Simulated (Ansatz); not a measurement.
# Phonons of HfOs (Pm-3m) against volume

Aim: how the phonons of HfOs (Pm-3m) shift with volume, and the thermal expansion that follows.

Program: Ansatz 0.2.0. Level of theory: DFT PBEsol, scalar-relativistic, plane waves, PAW; PAW set soft_1. Values are calculated unless marked as measured.

Report form: inputs, costs, results and the conclusion, without the logs.

## (1) Set-up

It takes space group Pm-3m (No. 221, cubic). The conventional cell has a = 3.225 Å, b = 3.225 Å, c = 3.225 Å, α = 90.00°, β = 90.00°, γ = 90.00°. Hf has 8 Os at 2.79 Å nearest. Nearest to Os lie 8 Hf at 2.79 Å. Farther neighbours, and contacts between anions beyond the nearest, are not listed.

## (2) The dispersion

Stability and thermal properties need the whole zone. Linear response on a 4×4×4 q mesh gives force constants as far as a supercell of that size would.

The input, input.yaml:

```yaml
crystal:
  lattice:
    - [3.2245294961, 0.0, 0.0]
    - [0.0, 3.2245294961, 0.0]
    - [0.0, 0.0, 3.2245294961]
  atoms:
    - { symbol: Hf, position: [0.0, 0.0, 0.0] }
    - { symbol: Os, position: [0.5, 0.5, 0.5] }
kpoints:
  mp_grid: { grid: [16, 16, 16] }
hamiltonian:
  xc: pbesol
  pseudopotentials: { kind: paw, azcp: { folder: soft_1 }, xc_functional: pbe }
scf:
  occupations: { method: methfessel_paxton, width: 0.2 }
output:
  eigenvalues: true
phonons:
  method: dfpt
  qmesh: [4, 4, 4]
  temperatures: { t_max: 1000, t_step: 50 }
  qpath:
    path:
      - [[0.0, 0.0, 0.0], [0.0, 0.5, 0.0], [0.5, 0.5, 0.0], [0.0, 0.0, 0.0], [0.5, 0.5, 0.5], [0.0, 0.5, 0.0]]
      - [[0.5, 0.5, 0.5], [0.5, 0.5, 0.0]]
    npoints: 10
```

Run with:

```console
> ansatz run input.yaml --threads 4 --pin off --max-ram 10240MiB --backend cpu --events-out ev --progress --plain --runs-dir out
```

The job ended after 15 min (4 threads of Arm Neoverse V1, shared host; peak memory 4.9 GiB).

Read from the output:

- volume per atom: 16.76 Å³
- gap on the k-mesh: 0 eV
- sum-rule residual before enforcement: 2.06e-5 eV/Å²
- lowest frequency on the path: 0 cm⁻¹
- point group: m-3m
- highest frequency on path, mesh or solved points: 219.3 cm⁻¹
- mean frequency: 145.1 cm⁻¹
- Debye temperature (second moment): 277 K
- logarithmic mean frequency: 140.2 cm⁻¹
- highest optical mode at the zone centre (no LO-TO term): 155.9 cm⁻¹
- lowest optical zone-centre mode: 155.9 cm⁻¹
- lowest mode on the q mesh (acoustic modes at Γ apart): 64.34 cm⁻¹
- zero-point energy per atom: 26.99 meV
- heat capacity at 300 K: 23.91 J/(mol atoms K)
- vibrational entropy at 300 K: 35.36 J/(mol atoms K)

Frequencies (cm⁻¹) solved at each irreducible wavevector; negative means imaginary. Frequencies by wavevector, by row:

```csv
q in reciprocal lattice units,star,mode 1,mode 2,mode 3,mode 4,mode 5,mode 6
0 0 0,1,0,0,0,155.9,155.9,155.9
0 0 0.25,6,64.3,64.3,112.3,148.3,148.3,197.9
0 0 -0.5,3,106.1,106.1,137.9,137.9,163.3,219.3
0 0.25 0.25,12,87.5,89.3,144.3,145,174.4,177.9
0 0.25 -0.5,12,113.4,124.2,138.9,139.6,172.7,197.9
0 -0.5 -0.5,3,120,133.3,133.3,141.3,189.4,189.4
0.25 0.25 0.25,8,110.8,110.8,154.6,163.4,168.8,168.8
0.25 0.25 -0.5,12,128.5,141.6,143.3,155.1,173.3,184.7
0.25 -0.5 -0.5,6,145.2,145.2,147.4,161,184.6,184.6
-0.5 -0.5 -0.5,1,169.5,169.5,169.5,172.1,172.1,172.1
```

Symmetry leaves 10 wavevectors to solve. The lowest mode among them, the acoustic zeros apart, lies at q = (0, 0, 0.25) and is real, 64.3 cm⁻¹.

## (3) Relaxing at another volume, volume ratio 0.97

The volume is scaled by 0.97 and held; symmetry leaves nothing to relax, so this is a single point. The modes can then be followed against volume.

input.yaml, the sections that differ from step 2:

```yaml
crystal:
  lattice:
    - [3.1919562641, 0.0, 0.0]
    - [0.0, 3.1919562641, 0.0]
    - [0.0, 0.0, 3.1919562641]
  atoms:
    - { symbol: Hf, position: [0.0, 0.0, 0.0] }
    - { symbol: Os, position: [0.5, 0.5, 0.5] }
output:
  forces: true
  stress: true
  eigenvalues: true
# kpoints, hamiltonian, scf: as in step 2
# phonons: removed
```

It took 3 s on 4 threads; peak memory 0.38 GiB.

This step gave:

```
pressure        : 7.777 GPa
volume per atom : 16.26 Å³
```

The run ends at a pressure of 7.78 GPa.

## (4) Phonons at the other volume, volume ratio 0.97

The phonons are repeated at this volume on the same meshes, so that differences come from the volume alone.

input.yaml, as its differences from that of step 3:

```diff
@@ -16,4 +16,11 @@
 output:
-  forces: true
-  stress: true
   eigenvalues: true
+phonons:
+  method: dfpt
+  qmesh: [4, 4, 4]
+  temperatures: { t_max: 1000, t_step: 50 }
+  qpath:
+    path:
+      - [[0.0, 0.0, 0.0], [0.0, 0.5, 0.0], [0.5, 0.5, 0.0], [0.0, 0.0, 0.0], [0.5, 0.5, 0.5], [0.0, 0.5, 0.0]]
+      - [[0.5, 0.5, 0.5], [0.5, 0.5, 0.0]]
+    npoints: 10
```

Elapsed: 15 min, on 4 threads; peak memory 4.8 GiB; 59 min of CPU time.

Numbers from this step:

| Item | Value |
| --- | --- |
| sum-rule residual before enforcement | 5.75e-5 eV/Å² |
| highest frequency on path, mesh or solved points | 227 cm⁻¹ |
| mean frequency | 152.6 cm⁻¹ |
| Debye temperature (second moment) | 291 K |
| logarithmic mean frequency | 147.3 cm⁻¹ |
| highest optical mode at the zone centre (no LO-TO term) | 167.5 cm⁻¹ |
| lowest optical zone-centre mode | 167.5 cm⁻¹ |
| lowest mode on the q mesh (acoustic modes at Γ apart) | 67.48 cm⁻¹ |
| zero-point energy per atom | 28.38 meV |
| heat capacity at 300 K | 23.80 J/(mol atoms K) |
| vibrational entropy at 300 K | 34.19 J/(mol atoms K) |

Frequencies (cm⁻¹) solved at each irreducible wavevector; negative means imaginary. Frequencies by wavevector, by row:

```csv
q in reciprocal lattice units,star,mode 1,mode 2,mode 3,mode 4,mode 5,mode 6
0 0 0,1,0,0,0,167.5,167.5,167.5
0 0 0.25,6,67.5,67.5,117.6,158.5,158.5,204.8
0 0 -0.5,3,112.5,112.5,145,145,171.2,227
0 0.25 0.25,12,91.4,92,152.5,154.5,183.6,186.9
0 0.25 -0.5,12,120.5,128.1,145.2,146.3,183.9,208.2
0 -0.5 -0.5,3,127.7,136.8,136.8,148.9,202.7,202.7
0.25 0.25 0.25,8,114.7,114.7,161.8,171.3,180.1,180.1
0.25 0.25 -0.5,12,132.6,146.9,150.6,163.1,185.1,195.9
0.25 -0.5 -0.5,6,150.2,150.2,154.8,169.3,196.6,196.6
-0.5 -0.5 -0.5,1,178,178,178,180.8,180.8,180.8
```

The highest optical mode at the zone centre (no LO-TO term) is 167.5 cm⁻¹, +11.5 cm⁻¹ against the base run.

## (5) Relaxing at another volume, volume ratio 1.03

The volume is scaled by 1.03 and held; symmetry leaves nothing to relax, so this is a single point. The modes can then be followed against volume.

input.yaml, the sections that differ from step 4:

```yaml
crystal:
  lattice:
    - [3.2564576072, 0.0, 0.0]
    - [0.0, 3.2564576072, 0.0]
    - [0.0, 0.0, 3.2564576072]
  atoms:
    - { symbol: Hf, position: [0.0, 0.0, 0.0] }
    - { symbol: Os, position: [0.5, 0.5, 0.5] }
output:
  forces: true
  stress: true
  eigenvalues: true
# kpoints, hamiltonian, scf: as in step 4
# phonons: removed
```

Wall time 3.1 s (4 threads); peak memory 0.41 GiB.

Read from the output:

* pressure: -6.662 GPa
* volume per atom: 17.27 Å³

The run ends at a pressure of -6.66 GPa.

## (6) Phonons at the other volume, volume ratio 1.03

input.yaml, as its differences from that of step 5:

```diff
@@ -16,4 +16,11 @@
 output:
-  forces: true
-  stress: true
   eigenvalues: true
+phonons:
+  method: dfpt
+  qmesh: [4, 4, 4]
+  temperatures: { t_max: 1000, t_step: 50 }
+  qpath:
+    path:
+      - [[0.0, 0.0, 0.0], [0.0, 0.5, 0.0], [0.5, 0.5, 0.0], [0.0, 0.0, 0.0], [0.5, 0.5, 0.5], [0.0, 0.5, 0.0]]
+      - [[0.5, 0.5, 0.5], [0.5, 0.5, 0.0]]
+    npoints: 10
```

Run time: 16 min. Hardware: 4 threads; peak memory 5 GiB.

Read from the output:

```yaml
sum_rule_residual_before_enforcement: 3.63e-5 eV/Å²
highest_frequency_on_path_mesh_or_solved_points: 211.9 cm⁻¹
mean_frequency: 137.9 cm⁻¹
debye_temperature_second_moment: 263 K
logarithmic_mean_frequency: 133.4 cm⁻¹
highest_optical_mode_at_the_zone_centre_no_lo_to_term: 144.9 cm⁻¹
lowest_optical_zone_centre_mode: 144.9 cm⁻¹
lowest_mode_on_the_q_mesh_acoustic_modes_at_gamma_apart: 61.28 cm⁻¹
zero_point_energy_per_atom: 25.64 meV
heat_capacity_at_300_k: 24.01 J/(mol atoms K)
vibrational_entropy_at_300_k: 36.56 J/(mol atoms K)
```

The highest optical mode at the zone centre (no LO-TO term) is 144.9 cm⁻¹, -11.0 cm⁻¹ against the base run.

## (7) Grüneisen parameters

The Grüneisen parameter of a mode is minus the logarithmic change of its frequency with volume, −d ln ω / d ln V; weighted by heat capacity it gives the expansion.

This step gave:

```yaml
bulk_modulus: 240.6 GPa
```

The phonon branches at the labelled points (cm⁻¹):

```csv
point,branch 1,branch 2,branch 3,branch 4,branch 5,branch 6
Γ,0,0,0,156,156,156
halfway,64,64,112,148,148,198
X,106,106,138,138,163,219
halfway,113,124,139,140,173,198
M,120,133,133,141,189,189
halfway,88,89,144,145,174,178
Γ,0,0,0,156,156,156
halfway,111,111,155,163,169,169
R,170,170,170,172,172,172
halfway,128,142,143,155,173,185
X,106,106,138,138,163,219
jump to R,170,170,170,172,172,172
halfway,145,145,147,161,185,185
M,120,133,133,141,189,189
```

The same for volume x 0.97:

```csv
point,branch 1,branch 2,branch 3,branch 4,branch 5,branch 6
Γ,0,0,0,168,168,168
X,112,112,145,145,171,227
M,128,137,137,149,203,203
Γ,0,0,0,168,168,168
R,178,178,178,181,181,181
X,112,112,145,145,171,227
R,178,178,178,181,181,181
M,128,137,137,149,203,203
```

The same for volume x 1.03:

```csv
point,branch 1,branch 2,branch 3,branch 4,branch 5,branch 6
Γ,0,0,0,145,145,145
X,100,100,131,131,156,212
M,113,130,130,134,176,176
Γ,0,0,0,145,145,145
R,161,161,161,164,164,164
X,100,100,131,131,156,212
R,161,161,161,164,164,164
M,113,130,130,134,176,176
```

Mode Grueneisen parameter -dln(w)/dln(V), modes matched by rank; at Γ the acoustic branches take the value of a neighbouring point of the path. Mode grüneisen parameters along the path, in :

```csv
point,branch 1,branch 2,branch 3,branch 4,branch 5,branch 6
Γ,1.64,1.64,1.00,2.41,2.41,2.41
halfway,1.61,1.61,1.53,2.24,2.24,1.14
X,1.98,1.98,1.69,1.69,1.56,1.15
halfway,2.04,1.03,1.61,1.46,2.12,1.69
M,2.10,0.85,0.85,1.74,2.31,2.31
halfway,1.59,0.87,1.91,2.06,2.05,1.36
Γ,1.54,-0.08,1.65,2.41,2.41,2.41
halfway,1.16,1.16,1.70,1.42,2.19,2.19
R,1.64,1.64,1.64,1.66,1.66,1.66
halfway,1.05,1.26,1.66,1.69,2.22,1.97
X,1.98,1.98,1.69,1.69,1.56,1.15
jump to R,1.64,1.64,1.64,1.66,1.66,1.66
halfway,1.15,1.12,1.62,1.69,2.13,2.13
M,2.10,0.85,0.85,1.74,2.31,2.31
```

(dS/dlnV)/C_V. Thermodynamic Grueneisen parameter against temperature:

```csv
temperature (K),thermodynamic Grueneisen parameter
50,1.56
100,1.63
150,1.64
200,1.65
250,1.65
300,1.65
350,1.65
400,1.65
450,1.65
500,1.65
550,1.65
600,1.65
650,1.65
700,1.65
750,1.65
800,1.65
850,1.65
900,1.65
950,1.65
1000,1.65
```

Gamma C_V/(B V) at the static volume. The volume expansion by temperature:

```csv
temperature (K),volume expansion (1e-6/K)
50,4.82
100,11.7
150,14.3
200,15.4
250,15.9
300,16.2
350,16.4
400,16.6
450,16.6
500,16.7
550,16.8
600,16.8
650,16.8
700,16.8
750,16.9
800,16.9
850,16.9
900,16.9
950,16.9
1000,16.9
```

## (8) Outcome

```json
{
  "bulk modulus": "241 GPa",
  "thermodynamic Grüneisen parameter at 300 K": "1.65",
  "volume expansion at 300 K, estimated": "16.24 × 10⁻⁶ K⁻¹"
}
```

**Reading.** By this estimate the volume grows by 16.2 × 10⁻⁶ per kelvin at 300 K. The highest optical mode at Γ goes from 167 to 145 cm⁻¹ as the cell grows, a Grüneisen parameter of 2.41. Mode parameters on the path run from -0.08 to 2.4, with a median of 1.7. Branches are matched by rank, so values near crossings are rough. The expansion is the Grüneisen estimate at the static volume, with the static bulk modulus. With no gap, or one that is small against the smearing, the frequencies hang on the k mesh and the smearing, most of all near Kohn anomalies. Spin-orbit coupling is left out, which can matter for the heavy elements here. The PAW files were made for PBE and serve the other functionals too.

[Long decimals in the printed logs are rounded to 6 places.]

[Logs are printed without paths, hosts, clocks, repeated set-up lines and the standing remarks that a program may print on its own settings, such as how far it seeks lower states.]

[Hosts, paths, dates, database ids (printed as entryN), source tags and the programs' standing remarks are cut or masked in the printed files.]

[Where the starting crystal was built by hand or by swapping elements, it need not be the compound's stable phase.]
